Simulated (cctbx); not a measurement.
**A crystallographic session in cctbx: SmCuBiSb**

Library: cctbx 2025.11. The data are simulated by the first script.

## 1. Simulate the data

run.py:

```python
from cctbx import adptbx, crystal, miller, sgtbx, xray
from cctbx.array_family import flex
from iotbx.shelx import hklf
from scitbx import matrix
import scitbx.random

cs = crystal.symmetry(unit_cell=(4.457, 4.457, 9.933, 90, 90, 90), space_group_symbol='Hall: P 4ab 2ab -1ab')  # P4/nmm
atoms = [  # label, site, U (iso, or U11 U22 U33 U12 U13 U23 in A^2), occupancy
    ("Bi1", (0.5, 0, 0.6595), (0.0060, 0.0060, 0.0066, 0.0000, 0.0000, 0.0000), 1),
    ("Sm1", (0.5, 0, 0.2514), (0.0082, 0.0082, 0.0075, 0.0000, 0.0000, 0.0000), 1),
    ("Sb1", (0, 0, 0), (0.0073, 0.0073, 0.0061, 0.0000, 0.0000, 0.0000), 1),
    ("Cu1", (0, 0, 0.5), (0.0085, 0.0085, 0.0070, 0.0000, 0.0000, 0.0000), 1),
]
xs = xray.structure(crystal_symmetry=cs)
for label, site, u, occ in atoms:
    u = adptbx.u_cif_as_u_star(cs.unit_cell(), u) if isinstance(u, tuple) else u
    xs.add_scatterer(xray.scatterer(label, site=site, u=u, occupancy=occ))
xs.set_inelastic_form_factors(0.71073, "sasaki")
xs.show_summary()
p1 = xs.expand_to_p1()
ms = miller.build_set(p1, anomalous_flag=True, d_min=0.84)
flex.set_random_seed(504551)
scitbx.random.set_random_seed(504551)
ms = ms.select(flex.random_double(ms.size()) < 0.95)
i = ms.structure_factors_from_scatterers(p1, algorithm="direct").f_calc().as_intensity_array().data()
i = i * 5000 / flex.max(i)
sig = flex.sqrt(i + flex.pow2(0.015 * i) + 8 ** 2)
noise = scitbx.random.variate(scitbx.random.normal_distribution())(i.size())
data = ms.array(data=i + sig * noise, sigmas=sig).set_observation_type_xray_intensity()
with open("data.hkl", "w") as f:
    data.export_as_shelx_hklf(f)
print("reflections written:", data.size(), " <I/sigma> = %.1f" % flex.mean(data.data() / data.sigmas()))
for h, a, b in list(data.sort("data"))[:12]:
    print("%4d%4d%4d %9.1f %7.1f" % (h + (a, b)))
```

```console
$ python run.py
```

```text
Number of scatterers: 4
At special positions: 4
Unit cell: (4.457, 4.457, 9.933, 90, 90, 90)
Space group: P 4/n m m :1 (No. 129)
reflections written: 1319  <I/sigma> = 12.7
   0  -2   0    5202.2   103.4
   0   2   0    5179.1   103.4
   2   0   0    4966.8   103.4
  -2   0   0    4856.1   103.4
   2   2   0    3669.6    81.9
   1  -1   2    3642.6    79.3
   2  -2   0    3623.8    81.9
  -2  -2   0    3594.7    81.9
   1   1   2    3571.9    79.3
  -2   2   0    3556.8    81.9
  -1   1   2    3518.3    79.3
   1   1  -2    3492.6    79.3
```

It took 0.22 s on 1 thread of Arm Neoverse V2 (shared host), peak memory 0.07 GiB.

## 2. Refinement (right model, isotropic)

run.py:

```python
import math
from cctbx import adptbx, crystal, maptbx, sgtbx, xray
from cctbx.array_family import flex
from cctbx.xray import observations
from iotbx.shelx import hklf
from scitbx.lstbx import normal_eqns_solving
from smtbx import absolute_structure, utils
from smtbx.refinement import constraints, least_squares

cs = crystal.symmetry(unit_cell=(4.457, 4.457, 9.933, 90, 90, 90), space_group_symbol='Hall: P 4ab 2ab -1ab')  # P4/nmm
atoms = [  # label, site, U (iso, or U11 U22 U33 U12 U13 U23 in A^2), occupancy
    ("Bi1", (0.5, 0, 0.6657), 0.0200, 1),
    ("Sm1", (0.5, 0, 0.251), 0.0200, 1),
    ("Sb1", (0, 0, 0), 0.0200, 1),
    ("Cu1", (0, 0, 0.5), 0.0200, 1),
]
xs = xray.structure(crystal_symmetry=cs)
for label, site, u, occ in atoms:
    u = adptbx.u_cif_as_u_star(cs.unit_cell(), u) if isinstance(u, tuple) else u
    xs.add_scatterer(xray.scatterer(label, site=site, u=u, occupancy=occ))
xs.set_inelastic_form_factors(0.71073, "sasaki")
raw = hklf.reader(file_name="data.hkl").as_miller_arrays(crystal_symmetry=cs, anomalous=True)[0]
merged = raw.eliminate_sys_absent().merge_equivalents()
fo2 = merged.array().set_observation_type_xray_intensity()
print("Rint %.3f, %d unique reflections to %.2f A" % (merged.r_int(), fo2.size(), fo2.d_min()))
for sc in xs.scatterers():
    sc.flags.set_grad_site(True)
    sc.flags.set_grad_u_aniso(sc.flags.use_u_aniso())
    sc.flags.set_grad_u_iso(sc.flags.use_u_iso())
obs = fo2.as_xray_observations()
extra = {}
rep = constraints.reparametrisation(xs, [], utils.connectivity_table(xs), **extra)
ls = least_squares.crystallographic_ls(obs, rep, weighting_scheme=least_squares.mainstream_shelx_weighting(a=0, b=0))
print("cycle     R1     wR2    GooF  max shift (A)")
for cycle in range(8):
    ls.build_up()
    r1, wr2, goof = ls.r1_factor(cutoff_factor=2)[0], ls.wR2(), ls.goof()
    old = xs.sites_cart()
    normal_eqns_solving.levenberg_marquardt_iterations(ls, n_max_iterations=3, tau=1e-06, step_threshold=1e-7)
    big = flex.max((xs.sites_cart() - old).norms())
    print("%4d %7.4f %7.4f %7.3f %9.5f" % (cycle + 1, r1, wr2, goof, big))
    ls.build_up(objective_only=True)
    if abs(ls.wR2() - wr2) < 5e-5 and big < 5e-4:
        break
ls.build_up()
print("final R1 %.4f wR2 %.4f GooF %.3f  parameters %d  data/parameter %.1f" % (ls.r1_factor(cutoff_factor=2)[0], ls.wR2(), ls.goof(), ls.n_parameters, fo2.size() / ls.n_parameters))
cov = ls.covariance_matrix_and_annotations()
su = dict(zip(cov.annotations, (math.sqrt(max(v, 0)) for v in cov.matrix.matrix_packed_u_diagonal())))
a2 = cs.unit_cell().reciprocal_parameters()[0] ** -2
print("atom        x        y        z      Ueq    occ   su(xyz)  su(Uiso or U11)")
for sc in xs.scatterers():
    s = max(su.get(sc.label + k, 0) for k in (".x", ".y", ".z"))
    npd = "" if sc.is_positive_definite_u(cs.unit_cell()) else "  NPD"
    print("%-5s %8.5f %8.5f %8.5f %8.4f %6.3f %8.5f %7.4f%s" % ((sc.label,) + sc.site + (sc.u_iso_or_equiv(cs.unit_cell()), sc.occupancy, s, su.get(sc.label + ".uiso", su.get(sc.label + ".u11", 0) * a2), npd)))
fo = fo2.f_sq_as_f()
fc = fo.structure_factors_from_scatterers(xs, algorithm="direct").f_calc()
diff = fo.f_obs_minus_f_calc(1 / math.sqrt(ls.scale_factor()), fc).average_bijvoet_mates()
m = diff.fft_map(symmetry_flags=maptbx.use_space_group_symmetry, resolution_factor=0.25).apply_volume_scaling()
print("difference map: max %.2f min %.2f rms %.2f" % (m.statistics().max(), m.statistics().min(), m.statistics().sigma()))
peaks = m.peak_search(parameters=maptbx.peak_search_parameters(min_distance_sym_equiv=0.6, max_clusters=6)).all()
near = xs.closest_distances(peaks.sites(), distance_cutoff=4)
sps = cs.special_position_settings(min_distance_sym_equiv=0.5)
for k, (x, h) in enumerate(zip(peaks.sites(), peaks.heights())):
    ss = sps.site_symmetry(x)
    print("Q%-3d %7.4f %7.4f %7.4f %4d %7.2f  %.2f A from %s" % ((k + 1,) + tuple(t % 1 for t in ss.exact_site()) + (ss.multiplicity(), h, near.smallest_distances[k], xs.scatterers()[near.i_seqs[k]].label)))
```

```console
$ python run.py
```

```text
Rint 0.041, 133 unique reflections to 0.84 A
cycle     R1     wR2    GooF  max shift (A)
   1  0.1518  0.2784  13.469   0.06281
   2  0.0128  0.0211   1.022   0.00000
final R1 0.0128 wR2 0.0211 GooF 1.022  parameters 6  data/parameter 22.2
atom        x        y        z      Ueq    occ   su(xyz)  su(Uiso or U11)
Bi1    0.50000  0.00000  0.65938   0.0063  1.000  0.00005  0.0001
Sm1    0.50000  0.00000  0.25129   0.0082  1.000  0.00007  0.0002
Sb1    0.00000  0.00000  0.00000   0.0068  1.000  0.00000  0.0002
Cu1    0.00000  0.00000  0.50000   0.0078  1.000  0.00000  0.0003
difference map: max 1.07 min -1.36 rms 0.27
Q1    0.0000  0.5000  0.7018    2    1.08  0.47 A from Sm1
Q2    0.0000  0.0000  0.2699    4    1.02  2.24 A from Sm1
Q3    0.0000  0.2886  0.7535    8    0.98  0.94 A from Sm1
Q4    0.0000  0.5000  0.5813    2    0.93  1.66 A from Sm1
Q5    0.0998  0.4002  0.1176    8    0.90  2.18 A from Sb1
Q6    0.0000  0.2758  0.8535    8    0.80  1.44 A from Sm1
```

Time: 0.35 s.

## 3. Refinement (right model, anisotropic)

run.py, as its changes from the last script of this kind:

```diff
@@ -12,4 +12,4 @@
-    ("Bi1", (0.5, 0, 0.6657), 0.0200, 1),
-    ("Sm1", (0.5, 0, 0.251), 0.0200, 1),
-    ("Sb1", (0, 0, 0), 0.0200, 1),
-    ("Cu1", (0, 0, 0.5), 0.0200, 1),
+    ("Bi1", (0.5, 0, 0.65938), 0.0063, 1),
+    ("Sm1", (0.5, 0, 0.25129), 0.0082, 1),
+    ("Sb1", (0, 0, 0), 0.0068, 1),
+    ("Cu1", (0, 0, 0.5), 0.0078, 1),
@@ -21,0 +22 @@
+xs.convert_to_anisotropic()
```

```console
$ python run.py
```

```text
Rint 0.041, 133 unique reflections to 0.84 A
cycle     R1     wR2    GooF  max shift (A)
   1  0.0128  0.0211   1.039   0.00019
   2  0.0117  0.0195   0.957   0.00000
final R1 0.0117 wR2 0.0195 GooF 0.957  parameters 10  data/parameter 13.3
atom        x        y        z      Ueq    occ   su(xyz)  su(Uiso or U11)
Bi1    0.50000  0.00000  0.65940   0.0063  1.000  0.00005  0.0002
Sm1    0.50000  0.00000  0.25129   0.0081  1.000  0.00006  0.0002
Sb1    0.00000  0.00000  0.00000   0.0067  1.000  0.00000  0.0002
Cu1    0.00000  0.00000  0.50000   0.0078  1.000  0.00000  0.0004
difference map: max 1.28 min -1.08 rms 0.26
Q1    0.0000  0.5000  0.6987    2    1.31  0.50 A from Sm1
Q2    0.0000  0.0000  0.2678    4    1.05  2.23 A from Sm1
Q3    0.0000  0.2819  0.7559    8    0.96  0.97 A from Sm1
Q4    0.0000  0.5000  0.5778    2    0.90  1.70 A from Sm1
Q5    0.0975  0.4025  0.1188    8    0.85  2.19 A from Sb1
Q6    0.2542  0.2458  0.3886    8    0.81  1.67 A from Bi1
```

Time: 0.33 s.

## 4. Refinement

run.py, as its changes from the last script of this kind:

```diff
@@ -12 +12 @@
-    ("Bi1", (0.5, 0, 0.65938), 0.0063, 1),
+    ("Sb1", (0.5, 0, 0.65938), 0.0063, 1),
@@ -14 +14 @@
-    ("Sb1", (0, 0, 0), 0.0068, 1),
+    ("Bi1", (0, 0, 0), 0.0068, 1),
@@ -36 +36 @@
-for cycle in range(8):
+for cycle in range(12):
```

```console
$ python run.py
```

```text
Rint 0.041, 133 unique reflections to 0.84 A
cycle     R1     wR2    GooF  max shift (A)
   1  0.3130  0.5694  27.992   0.00759
   2  0.1342  0.2820  13.864   0.00127
   3  0.1346  0.2820  13.860   0.00000
final R1 0.1346 wR2 0.2820 GooF 13.860  parameters 10  data/parameter 13.3
atom        x        y        z      Ueq    occ   su(xyz)  su(Uiso or U11)
Sb1    0.50000  0.00000  0.65888  -0.0210  1.000  0.00081  0.0022  NPD
Sm1    0.50000  0.00000  0.25040   0.0100  1.000  0.00107  0.0032
Bi1    0.00000  0.00000  0.00000   0.0365  1.000  0.00000  0.0039
Cu1    0.00000  0.00000  0.50000   0.0136  1.000  0.00000  0.0070
difference map: max 25.35 min -13.02 rms 2.81
Q1    0.0000  0.5000  0.3308    2   25.38  0.10 A from Sb1
Q2    0.0000  0.5000  0.9700    2   11.89  2.19 A from Sm1
Q3    0.0000  0.5000  0.7438    2    8.80  0.06 A from Sm1
Q4    0.0000  0.0000  0.8958    4    6.01  1.03 A from Bi1
Q5    0.0000  0.0000  0.5000    2    4.85  0.00 A from Cu1
Q6    0.0000  0.5000  0.5953    2    4.04  1.53 A from Sm1
```

Time: 0.4 s.

This run holds a fault made on purpose: elements exchanged: Bi1 is Sb and Sb1 is Bi.

## 5. Refinement

run.py, as its changes from the last script of this kind:

```diff
@@ -12,4 +12,4 @@
-    ("Sb1", (0.5, 0, 0.65938), 0.0063, 1),
-    ("Sm1", (0.5, 0, 0.25129), 0.0082, 1),
-    ("Bi1", (0, 0, 0), 0.0068, 1),
-    ("Cu1", (0, 0, 0.5), 0.0078, 1),
+    ("Bi1", (0.5, 0, 0.6324), 0.0200, 1),
+    ("Sm1", (0.5, 0, 0.2304), 0.0200, 1),
+    ("Sb1", (0, 0, 0), 0.0200, 1),
+    ("Cu1", (0, 0, 0.5), 0.0200, 1),
@@ -22 +21,0 @@
-xs.convert_to_anisotropic()
@@ -36 +35 @@
-for cycle in range(12):
+for cycle in range(10):
@@ -40 +39 @@
-    normal_eqns_solving.levenberg_marquardt_iterations(ls, n_max_iterations=3, tau=1e-06, step_threshold=1e-7)
+    normal_eqns_solving.levenberg_marquardt_iterations(ls, n_max_iterations=3, tau=0.0001, step_threshold=1e-7)
```

```console
$ python run.py
```

```text
Rint 0.041, 133 unique reflections to 0.84 A
cycle     R1     wR2    GooF  max shift (A)
   1  0.4219  0.7420  35.896   0.26910
   2  0.0134  0.0225   1.088   0.00114
   3  0.0128  0.0211   1.022   0.00000
final R1 0.0128 wR2 0.0211 GooF 1.022  parameters 6  data/parameter 22.2
atom        x        y        z      Ueq    occ   su(xyz)  su(Uiso or U11)
Bi1    0.50000  0.00000  0.65938   0.0063  1.000  0.00005  0.0001
Sm1    0.50000  0.00000  0.25129   0.0082  1.000  0.00007  0.0002
Sb1    0.00000  0.00000  0.00000   0.0068  1.000  0.00000  0.0002
Cu1    0.00000  0.00000  0.50000   0.0078  1.000  0.00000  0.0003
difference map: max 1.07 min -1.36 rms 0.27
Q1    0.0000  0.5000  0.7018    2    1.08  0.47 A from Sm1
Q2    0.0000  0.0000  0.2699    4    1.02  2.24 A from Sm1
Q3    0.0000  0.2886  0.7535    8    0.98  0.94 A from Sm1
Q4    0.0000  0.5000  0.5813    2    0.93  1.66 A from Sm1
Q5    0.0998  0.4002  0.1176    8    0.90  2.18 A from Sb1
Q6    0.0000  0.2758  0.8535    8    0.80  1.44 A from Sm1
```

Time: 0.37 s.

This run holds a fault made on purpose: start far from the minimum.

## 6. Refinement

run.py, as its changes from the last script of this kind:

```diff
@@ -12,4 +12,4 @@
-    ("Bi1", (0.5, 0, 0.6324), 0.0200, 1),
-    ("Sm1", (0.5, 0, 0.2304), 0.0200, 1),
-    ("Sb1", (0, 0, 0), 0.0200, 1),
-    ("Cu1", (0, 0, 0.5), 0.0200, 1),
+    ("Bi1", (0.5, 0, 0.65938), 0.0063, 1),
+    ("Sm1", (0.5, 0, 0.25129), 0.0082, 1),
+    ("Sb1", (0, 0, 0), 0.0068, 1),
+    ("Cu1", (0, 0, 0.5), 0.0078, 1),
@@ -21 +21,2 @@
-xs.set_inelastic_form_factors(0.71073, "sasaki")
+xs.set_inelastic_form_factors(1.54184, "sasaki")
+xs.convert_to_anisotropic()
@@ -35 +36 @@
-for cycle in range(10):
+for cycle in range(12):
@@ -39 +40 @@
-    normal_eqns_solving.levenberg_marquardt_iterations(ls, n_max_iterations=3, tau=0.0001, step_threshold=1e-7)
+    normal_eqns_solving.levenberg_marquardt_iterations(ls, n_max_iterations=3, tau=1e-06, step_threshold=1e-7)
```

```console
$ python run.py
```

```text
Rint 0.041, 133 unique reflections to 0.84 A
cycle     R1     wR2    GooF  max shift (A)
   1  0.0580  0.1095   5.382   0.00051
   2  0.0257  0.0477   2.347   0.00000
final R1 0.0257 wR2 0.0477 GooF 2.347  parameters 10  data/parameter 13.3
atom        x        y        z      Ueq    occ   su(xyz)  su(Uiso or U11)
Bi1    0.50000  0.00000  0.65934   0.0077  1.000  0.00012  0.0004
Sm1    0.50000  0.00000  0.25124   0.0036  1.000  0.00016  0.0005
Sb1    0.00000  0.00000  0.00000   0.0104  1.000  0.00000  0.0006
Cu1    0.00000  0.00000  0.50000  -0.0018  1.000  0.00000  0.0011  NPD
difference map: max 4.11 min -4.11 rms 0.51
Q1    0.0000  0.5000  0.7127    2    4.14  0.36 A from Sm1
Q2    0.0000  0.5000  0.5840    2    2.45  1.64 A from Sm1
Q3    0.0000  0.0000  0.4476    4    1.88  0.52 A from Cu1
Q4    0.0000  0.5000  0.9129    2    1.86  1.63 A from Sm1
Q5    0.0000  0.5000  0.4946    2    1.56  1.53 A from Bi1
Q6    0.0881  0.4119  0.1211    8    1.34  2.23 A from Sb1
```

It took 0.35 s on 1 thread of Arm Neoverse V2, with other jobs on the host, peak memory 0.09 GiB.

This run holds a fault made on purpose: dispersion terms of the wrong wavelength.

[Logs are printed without paths, hosts, clocks, repeated set-up lines and the standing remarks that a program may print on its own settings, such as how far it seeks lower states.]
